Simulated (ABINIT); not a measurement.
# Beyond one shot: LiCaH3 (R-3c), part 2 of 3

Wanted: G0W0 and self-consistent gaps of LiCaH3 (R-3c), with the cost of the cycles.

ABINIT 10.8.3; LDA and many-body steps on it, plane waves. Known limits of the many-body steps: not at the basis limit; coarse k mesh.

So far. Step 5 (evGW0, cycle 1): Against G0W0 in ABINIT (2×2×2 mesh, 80 bands, screening to 106.1 eV, Godby-Needs plasmon pole), the gap moves by +0.349 eV. This first cycle still uses the starting levels; it takes the full correction, at all points of the mesh, and its linearised value is 3.743 eV. Step 6 (evGW0, cycle 2): Against the cycle before, the gap moves by −0.162 eV.

## (7) evGW0, cycle 3

Level of this step: evGW0 on LDA, plane waves, norm-conserving pseudopotentials (ABINIT).

File run.abi:

```
acell 3*1.0 Angstrom
rprim 
  2.605565885003 1.504324165098 4.142435874900
  -2.605565885003 1.504324165098 4.142435874900
  -0.000000000000 -3.008648330196 4.142435874900
ntypat 3
znucl 3 20 1
natom 10
typat 1 1 2 2 3 3 3 3 3 3
xred 
  0.000000000000 0.000000000000 0.000000000000
  0.500000000000 0.500000000000 0.500000000000
  0.250000000000 0.250000000000 0.250000000000
  0.750000000000 0.750000000000 0.750000000000
  0.698431000000 0.801569000000 0.250000000000
  0.250000000000 0.698431000000 0.801569000000
  0.801569000000 0.250000000000 0.698431000000
  0.750000000000 0.301569000000 0.198431000000
  0.198431000000 0.750000000000 0.301569000000
  0.301569000000 0.198431000000 0.750000000000
pp_dirpath "pseudos"
pseudos "Li.upf, Ca.upf, H.upf"
ecut 33
ngkpt 2 2 2
nshiftk 1
shiftk 0 0 0
kptopt 1
chksymbreak 0
istwfk *1
occopt 1
irdwfk 1
optdriver 4
nband 80
gwcalctyp 10
ecutsigx 33
symsigma 1
nkptgw 4
kptgw 
  0.0000000000 0.0000000000 0.0000000000
  0.5000000000 0.0000000000 0.0000000000
  0.5000000000 0.5000000000 0.0000000000
  0.5000000000 0.5000000000 0.5000000000
bdgw 
  11 22
  11 22
  11 22
  11 22
ecuteps 3.9
irdscr 1
ppmodel 1
irdqps 1
indata_prefix "in"
outdata_prefix "out"
tmpdata_prefix "tmp"
```

The run is started by

```sh
$ OMP_NUM_THREADS=1 mpirun -n 4 abinit run.abi > log
```

The program printed:

```text
.Version 10.8.3 of ABINIT. v10.8.2 released Aug 2026.

 Symmetries : space group R-3 c (#167); Bravais hR (rhombohedral)
[... echo of the input left out ...]
== DATASET  1 ==================================================================
-   mpi_nproc: 4, omp_nthreads: 1 (-1 if OMP is not activated)

--- !DatasetInfo
iteration_state: {dtset: 1, }
dimensions: {natom: 10, nkpt: 4, mband: 80, nsppol: 1, nspinor: 1, nspden: 1, mpw: 5964, }
cutoff_energies: {ecut:  33.0, pawecutdg:  -1.0, }
[...]
.  kptgw no:  2; Maximum DeltaE = (  -0.009   0.000) for band index: 11
.  kptgw no:  3; Maximum DeltaE = (  -0.013  -0.000) for band index: 11
.  kptgw no:  4; Maximum DeltaE = (   0.044   0.000) for band index:  9

== END DATASET(S) ==============================================================
================================================================================

 -outvars: echo values of variables after computation  --------
           etotal      0.0000000000E+00
            nband          80
             nkpt           4
          spgroup         167
 [... the other variables as echoed above ...]

 Calculation completed.
```

The job ended after 38 s (4 MPI ranks of Arm Neoverse N1, shared host; peak memory 1.2 GiB; 2.5 min of CPU time).

This step gave:

```yaml
quasiparticle_gap_on_the_mesh: 3.943 eV
gap_of_the_density_functional_on_the_mesh: 2.318 eV
k_of_the_valence_top: 0.5, 0.5, 0
k_of_the_conduction_bottom: 0.5, 0.5, 0
least_direct_quasiparticle_gap_on_the_computed_points: 3.943 eV
```

Against the cycle before, the gap moves by +0.013 eV.

## (8) evGW0, cycle 4

run.abi is that of step 7.

The program printed:

```text
.Version 10.8.3 of ABINIT. v10.8.2 released Aug 2026.

 Symmetries : space group R-3 c (#167); Bravais hR (rhombohedral)
[... echo of the input left out ...]
== DATASET  1 ==================================================================
-   mpi_nproc: 4, omp_nthreads: 1 (-1 if OMP is not activated)

--- !DatasetInfo
iteration_state: {dtset: 1, }
dimensions: {natom: 10, nkpt: 4, mband: 80, nsppol: 1, nspinor: 1, nspden: 1, mpw: 5964, }
cutoff_energies: {ecut:  33.0, pawecutdg:  -1.0, }
[...]
.  kptgw no:  2; Maximum DeltaE = (   0.001   0.000) for band index: 11
.  kptgw no:  3; Maximum DeltaE = (   0.002  -0.000) for band index: 11
.  kptgw no:  4; Maximum DeltaE = (  -0.006  -0.000) for band index: 10

== END DATASET(S) ==============================================================
================================================================================

 -outvars: echo values of variables after computation  --------
           etotal      0.0000000000E+00
            nband          80
             nkpt           4
          spgroup         167
 [... the other variables as echoed above ...]

 Calculation completed.
```

Elapsed: 38 s, on 4 MPI ranks; peak memory 1.2 GiB.

This step gave:

```
quasiparticle gap on the mesh                         : 3.942 eV
gap of the density functional on the mesh             : 2.318 eV
k of the valence top                                  : 0.5, 0.5, 0
k of the conduction bottom                            : 0.5, 0.5, 0
least direct quasiparticle gap on the computed points : 3.942 eV
```

Against the cycle before, the gap moves by −0.001 eV.

## (9) Screening, 2×2×2 mesh, 80 bands, screening to 106.1 eV

This step: RPA screening on LDA, plane waves, norm-conserving pseudopotentials.

Edit run.abi of step 8 so:

```diff
@@ -31,22 +31,13 @@
 irdwfk 1
-optdriver 4
+optdriver 3
 nband 80
+ecuteps 3.9
+inclvkb 2
+awtr 1
+symchi 1
 gwcalctyp 10
-ecutsigx 33
-symsigma 1
-nkptgw 4
-kptgw 
-  0.0000000000 0.0000000000 0.0000000000
-  0.5000000000 0.0000000000 0.0000000000
-  0.5000000000 0.5000000000 0.0000000000
-  0.5000000000 0.5000000000 0.5000000000
-bdgw 
-  11 22
-  11 22
-  11 22
-  11 22
-ecuteps 3.9
-irdscr 1
-ppmodel 1
-irdqps 1
+mbpt_sciss 1.973 eV
+nqptdm 1
+qptdm 
+  0 0 0
 indata_prefix "in"
```

The program printed:

```text
.Version 10.8.3 of ABINIT. v10.8.2 released Aug 2026.

 Symmetries : space group R-3 c (#167); Bravais hR (rhombohedral)
[... echo of the input left out ...]
== DATASET  1 ==================================================================
-   mpi_nproc: 4, omp_nthreads: 1 (-1 if OMP is not activated)

--- !DatasetInfo
iteration_state: {dtset: 1, }
dimensions: {natom: 10, nkpt: 4, mband: 80, nsppol: 1, nspinor: 1, nspden: 1, mpw: 5964, }
cutoff_energies: {ecut:  33.0, pawecutdg:  -1.0, }
electrons: {nelect:   3.20000000E+01, charge:   0.00000000E+00, occopt:   1.00000000E+00, tsmear:   1.00000000E-02, }

 SCREENING: Calculation of the susceptibility and dielectric matrices

 Based on a program developped by R.W. Godby, V. Olevano, G. Onida, and L. Reining.
 Incorporated in ABINIT by V. Olevano, G.-M. Rignanese, and M. Torrent.
.Using double precision arithmetic ; gwpc =  8

[... cell and pseudopotentials left out ...]
--------------------------------------------------------------------------------

 ==== K-mesh for the wavefunctions ====
 Number of points in the irreducible wedge :     4
[... list of points left out ...]
 Together with 12 symmetry operations and time-reversal symmetry
 yields     8 points in the full Brillouin Zone.

 ==== Q-mesh for the screening function ====
 Number of points in the irreducible wedge :     4
[... list of points left out ...]
 Together with 12 symmetry operations and time-reversal symmetry
 yields     8 points in the full Brillouin Zone.

 setmesh: FFT mesh size selected  =    36x   36x   36
          total number of points  =        46656

 vcoul_init : cutoff-mode = AUXILIARY_FUNCTION
 q-points for optical limit:   1
     1)      0.000010    0.000020    0.000030

 Dielectric matrix will be calculated only for some
 selected q points provided by the user through the input variables
 nqptdm and qptdm

- screening: taking advantage of time-reversal symmetry
- Maximum band index for partially occupied states nbvw = 16
- Remaining bands to be divided among processors   nbcw = 64
- Number of bands treated by each node ~16

 rdqps: reading QP wavefunctions of the previous step
        looking for file in_QPS
 file not found, 1st iteration initialized with KS eigenelements

 screening : performing a first self-consistency
 update of the energies in W by a scissor operator
 applying a scissor operator of [eV] :   1.973

 Number of electrons calculated from density =   32.0000; Expected =   32.0000
 average of density, n =  0.048675
 r_s =    1.6990
 omega_plasma =   21.2817 [eV]

 calculating chi0 at frequencies [eV] :
  1    0.000000E+00    0.000000E+00
  2    0.000000E+00    2.128173E+01

--------------------------------------------------------------------------------
  q-point number  1        q = ( 0.000000, 0.000000, 0.000000) [r.l.u.]
--------------------------------------------------------------------------------
[... chi0 elements left out ...]
 For q-point:  0.000010 0.000020 0.000030
  dielectric constant =   4.5974
  dielectric constant without local fields =   4.9773

  Average fulfillment of the sum rule on Im[epsilon] for q-point    1 :     61.17  [%]
[... wings left out ...]
== END DATASET(S) ==============================================================
================================================================================

 -outvars: echo values of variables after computation  --------
           etotal      0.0000000000E+00
            nband          80
             nkpt           4
          spgroup         167
 [... the other variables as echoed above ...]

 Calculation completed.
```

Run time: 12 s. Hardware: 4 MPI ranks; peak memory 0.87 GiB; 48 s of CPU time.

This step gave:

| Item | Value |
| --- | --- |
| ε∞ with local fields, on this mesh, along the program's q direction | 4.597 |
| the same without local fields | 4.977 |
| plasma frequency | 21.28 eV |
| plane waves in the screening matrix | 259 |

This screening uses the functional's bands under a rigid shift, the mean opening of the cycle before.

## (10) Screening, 2×2×2 mesh, 80 bands, screening to 106.1 eV

This step: RPA screening on LDA from quasiparticle energies, plane waves, norm-conserving pseudopotentials.

Edit run.abi of step 9 so:

```diff
@@ -37,7 +37,9 @@
 symchi 1
+irdqps 1
 gwcalctyp 10
-mbpt_sciss 1.973 eV
-nqptdm 1
+nqptdm 3
 qptdm 
-  0 0 0
+  0.5000000000 0.0000000000 0.0000000000
+  0.5000000000 0.5000000000 0.0000000000
+  0.5000000000 0.5000000000 0.5000000000
 indata_prefix "in"
```

File mrgscr.stdin:

```
2
merged
q0_SCR
out_SCR
1
```

The run is started by

```sh
$ OMP_NUM_THREADS=1 mpirun -n 4 abinit run.abi > log; mrgscr < mrgscr.stdin
```

The program printed:

```text
.Version 10.8.3 of ABINIT. v10.8.2 released Aug 2026.

 Symmetries : space group R-3 c (#167); Bravais hR (rhombohedral)
[... echo of the input left out ...]
== DATASET  1 ==================================================================
-   mpi_nproc: 4, omp_nthreads: 1 (-1 if OMP is not activated)

--- !DatasetInfo
iteration_state: {dtset: 1, }
dimensions: {natom: 10, nkpt: 4, mband: 80, nsppol: 1, nspinor: 1, nspden: 1, mpw: 5964, }
cutoff_energies: {ecut:  33.0, pawecutdg:  -1.0, }
[...]
q-point number  1        q = ( 0.500000, 0.000000, 0.000000) [r.l.u.]
--------------------------------------------------------------------------------
[... chi0 elements left out ...]
  Average fulfillment of the sum rule on Im[epsilon] for q-point    2 :     66.43  [%]

--------------------------------------------------------------------------------
  q-point number  2        q = ( 0.500000, 0.500000, 0.000000) [r.l.u.]
--------------------------------------------------------------------------------
[... chi0 elements left out ...]
  Average fulfillment of the sum rule on Im[epsilon] for q-point    3 :     65.11  [%]

 [... 1 further q-points ...]
```

Elapsed: 9.1 s, on 4 MPI ranks; peak memory 0.71 GiB.

Numbers from this step:

```
plasma frequency                    : 21.28 eV
plane waves in the screening matrix : 259
```

This screening reads the quasiparticle levels of the cycle before.

## (11) evGW, cycle 1

This step: evGW on LDA, plane waves, norm-conserving pseudopotentials.

Edit run.abi of step 10 so:

```diff
@@ -31,12 +31,10 @@
 irdwfk 1
-optdriver 3
+optdriver 4
 nband 80
-ecuteps 3.9
-inclvkb 2
-awtr 1
-symchi 1
-irdqps 1
 gwcalctyp 10
-nqptdm 3
-qptdm 
+ecutsigx 33
+symsigma 1
+nkptgw 4
+kptgw 
+  0.0000000000 0.0000000000 0.0000000000
   0.5000000000 0.0000000000 0.0000000000
@@ -44,2 +42,11 @@
   0.5000000000 0.5000000000 0.5000000000
+bdgw 
+  11 22
+  11 22
+  11 22
+  11 22
+ecuteps 3.9
+irdscr 1
+ppmodel 1
+irdqps 1
 indata_prefix "in"
```

The run is started by

```sh
$ OMP_NUM_THREADS=1 mpirun -n 4 abinit run.abi > log
```

The program printed:

```text
.Version 10.8.3 of ABINIT. v10.8.2 released Aug 2026.

 Symmetries : space group R-3 c (#167); Bravais hR (rhombohedral)
[... echo of the input left out ...]
== DATASET  1 ==================================================================
-   mpi_nproc: 4, omp_nthreads: 1 (-1 if OMP is not activated)

--- !DatasetInfo
iteration_state: {dtset: 1, }
dimensions: {natom: 10, nkpt: 4, mband: 80, nsppol: 1, nspinor: 1, nspden: 1, mpw: 5964, }
cutoff_energies: {ecut:  33.0, pawecutdg:  -1.0, }
[...]
.  kptgw no:  2; Maximum DeltaE = (  -0.160   0.000) for band index:  1
.  kptgw no:  3; Maximum DeltaE = (  -0.187  -0.001) for band index: 11
.  kptgw no:  4; Maximum DeltaE = (   0.228  -0.000) for band index: 10

== END DATASET(S) ==============================================================
================================================================================

 -outvars: echo values of variables after computation  --------
           etotal      0.0000000000E+00
            nband          80
             nkpt           4
          spgroup         167
 [... the other variables as echoed above ...]

 Calculation completed.
```

The job ended after 38 s (4 MPI ranks; peak memory 1.2 GiB; 2.6 min of CPU time).

This step gave:

| Quantity | Value |
| --- | --- |
| quasiparticle gap on the mesh | 4.257 eV |
| gap of the density functional on the mesh | 2.318 eV |
| k of the valence top | 0.5, 0.5, 0 |
| k of the conduction bottom | 0.5, 0.5, 0 |
| least direct quasiparticle gap on the computed points | 4.257 eV |

Against G0W0 in ABINIT (2×2×2 mesh, 80 bands, screening to 106.1 eV, Godby-Needs plasmon pole), the gap moves by +0.514 eV.

## (12) Screening, 2×2×2 mesh, 80 bands, screening to 106.1 eV

This step: RPA screening on LDA, plane waves, norm-conserving pseudopotentials.

Edit run.abi of step 11 so:

```diff
@@ -31,22 +31,13 @@
 irdwfk 1
-optdriver 4
+optdriver 3
 nband 80
+ecuteps 3.9
+inclvkb 2
+awtr 1
+symchi 1
 gwcalctyp 10
-ecutsigx 33
-symsigma 1
-nkptgw 4
-kptgw 
-  0.0000000000 0.0000000000 0.0000000000
-  0.5000000000 0.0000000000 0.0000000000
-  0.5000000000 0.5000000000 0.0000000000
-  0.5000000000 0.5000000000 0.5000000000
-bdgw 
-  11 22
-  11 22
-  11 22
-  11 22
-ecuteps 3.9
-irdscr 1
-ppmodel 1
-irdqps 1
+mbpt_sciss 2.337 eV
+nqptdm 1
+qptdm 
+  0 0 0
 indata_prefix "in"
```

The program printed:

```text
.Version 10.8.3 of ABINIT. v10.8.2 released Aug 2026.

 Symmetries : space group R-3 c (#167); Bravais hR (rhombohedral)
[... echo of the input left out ...]
== DATASET  1 ==================================================================
-   mpi_nproc: 4, omp_nthreads: 1 (-1 if OMP is not activated)

--- !DatasetInfo
iteration_state: {dtset: 1, }
dimensions: {natom: 10, nkpt: 4, mband: 80, nsppol: 1, nspinor: 1, nspden: 1, mpw: 5964, }
cutoff_energies: {ecut:  33.0, pawecutdg:  -1.0, }
[...]
[... chi0 elements left out ...]
 For q-point:  0.000010 0.000020 0.000030
  dielectric constant =   4.4323
  dielectric constant without local fields =   4.7851

  Average fulfillment of the sum rule on Im[epsilon] for q-point    1 :     62.06  [%]
[... wings left out ...]
== END DATASET(S) ==============================================================
================================================================================

 -outvars: echo values of variables after computation  --------
           etotal      0.0000000000E+00
            nband          80
             nkpt           4
          spgroup         167
 [... the other variables as echoed above ...]

 Calculation completed.
```

Wall time 12 s (4 MPI ranks); peak memory 0.87 GiB; 48 s of CPU time.

This step gave:

```
ε∞ with local fields, on this mesh, along the program's q direction : 4.432
the same without local fields                                       : 4.785
plasma frequency                                                    : 21.28 eV
plane waves in the screening matrix                                 : 259
```

This screening uses the functional's bands under a rigid shift, the mean opening of the cycle before.

## (13) Screening, 2×2×2 mesh, 80 bands, screening to 106.1 eV

This step: RPA screening on LDA from quasiparticle energies, plane waves, norm-conserving pseudopotentials.

Edit run.abi of step 12 so:

```diff
@@ -37,7 +37,9 @@
 symchi 1
+irdqps 1
 gwcalctyp 10
-mbpt_sciss 2.337 eV
-nqptdm 1
+nqptdm 3
 qptdm 
-  0 0 0
+  0.5000000000 0.0000000000 0.0000000000
+  0.5000000000 0.5000000000 0.0000000000
+  0.5000000000 0.5000000000 0.5000000000
 indata_prefix "in"
```

mrgscr.stdin is that of step 10.

The run is started by

```sh
$ OMP_NUM_THREADS=1 mpirun -n 4 abinit run.abi > log; mrgscr < mrgscr.stdin
```

The program printed:

```text
.Version 10.8.3 of ABINIT. v10.8.2 released Aug 2026.

 Symmetries : space group R-3 c (#167); Bravais hR (rhombohedral)
[... echo of the input left out ...]
== DATASET  1 ==================================================================
-   mpi_nproc: 4, omp_nthreads: 1 (-1 if OMP is not activated)

--- !DatasetInfo
iteration_state: {dtset: 1, }
dimensions: {natom: 10, nkpt: 4, mband: 80, nsppol: 1, nspinor: 1, nspden: 1, mpw: 5964, }
cutoff_energies: {ecut:  33.0, pawecutdg:  -1.0, }
[...]
q-point number  1        q = ( 0.500000, 0.000000, 0.000000) [r.l.u.]
--------------------------------------------------------------------------------
[... chi0 elements left out ...]
  Average fulfillment of the sum rule on Im[epsilon] for q-point    2 :     67.18  [%]

--------------------------------------------------------------------------------
  q-point number  2        q = ( 0.500000, 0.500000, 0.000000) [r.l.u.]
--------------------------------------------------------------------------------
[... chi0 elements left out ...]
  Average fulfillment of the sum rule on Im[epsilon] for q-point    3 :     65.79  [%]

 [... 1 further q-points ...]
```

It took 9.2 s on 4 MPI ranks; peak memory 0.72 GiB.

This step gave:

- plasma frequency: 21.28 eV
- plane waves in the screening matrix: 259

This screening reads the quasiparticle levels of the cycle before.

## (14) evGW, cycle 2

This step: evGW on LDA, plane waves, norm-conserving pseudopotentials.

Edit run.abi of step 13 so:

```diff
@@ -31,12 +31,10 @@
 irdwfk 1
-optdriver 3
+optdriver 4
 nband 80
-ecuteps 3.9
-inclvkb 2
-awtr 1
-symchi 1
-irdqps 1
 gwcalctyp 10
-nqptdm 3
-qptdm 
+ecutsigx 33
+symsigma 1
+nkptgw 4
+kptgw 
+  0.0000000000 0.0000000000 0.0000000000
   0.5000000000 0.0000000000 0.0000000000
@@ -44,2 +42,11 @@
   0.5000000000 0.5000000000 0.5000000000
+bdgw 
+  11 22
+  11 22
+  11 22
+  11 22
+ecuteps 3.9
+irdscr 1
+ppmodel 1
+irdqps 1
 indata_prefix "in"
```

The run is started by

```sh
$ OMP_NUM_THREADS=1 mpirun -n 4 abinit run.abi > log
```

The program printed:

```text
.Version 10.8.3 of ABINIT. v10.8.2 released Aug 2026.

 Symmetries : space group R-3 c (#167); Bravais hR (rhombohedral)
[... echo of the input left out ...]
== DATASET  1 ==================================================================
-   mpi_nproc: 4, omp_nthreads: 1 (-1 if OMP is not activated)

--- !DatasetInfo
iteration_state: {dtset: 1, }
dimensions: {natom: 10, nkpt: 4, mband: 80, nsppol: 1, nspinor: 1, nspden: 1, mpw: 5964, }
cutoff_energies: {ecut:  33.0, pawecutdg:  -1.0, }
[...]
.  kptgw no:  2; Maximum DeltaE = (  -0.004   0.003) for band index: 11
.  kptgw no:  3; Maximum DeltaE = (  -0.016   0.000) for band index:  1
.  kptgw no:  4; Maximum DeltaE = (  -0.018  -0.000) for band index:  1

== END DATASET(S) ==============================================================
================================================================================

 -outvars: echo values of variables after computation  --------
           etotal      0.0000000000E+00
            nband          80
             nkpt           4
          spgroup         167
 [... the other variables as echoed above ...]

 Calculation completed.
```

Run time: 38 s. Hardware: 4 MPI ranks; peak memory 1.2 GiB; 2.5 min of CPU time.

Numbers from this step:

- quasiparticle gap on the mesh: 4.283 eV
- gap of the density functional on the mesh: 2.318 eV
- k of the valence top: 0.5, 0.5, 0
- k of the conduction bottom: 0.5, 0.5, 0
- least direct quasiparticle gap on the computed points: 4.283 eV

Against the cycle before, the gap moves by +0.026 eV.

[end of part 2 of 3]

[Paths, hosts, dates, memory and timing lines, banners, echoed tables and standing remarks are left out of the program output.]

[Logs are printed without paths, hosts, clocks, repeated set-up lines and the standing remarks that a program may print on its own settings, such as how far it seeks lower states.]

[Runs of the session that timed out or met a known fault of the program may be left out.]

[Hosts, paths, dates, database ids (printed as entryN), source tags and the programs' standing remarks are cut or masked in the printed files.]

[G0W0 gaps are taken among the corrected bands and points alone; a level outside them can change the order at an edge.]

[Where Ansatz stands beside ABINIT at settings called matched, ABINIT's density can come from a denser mesh and the files from another edition; pairs whose starting gaps differed by over 0.03 eV were left out, so agreement reads better than it is.]
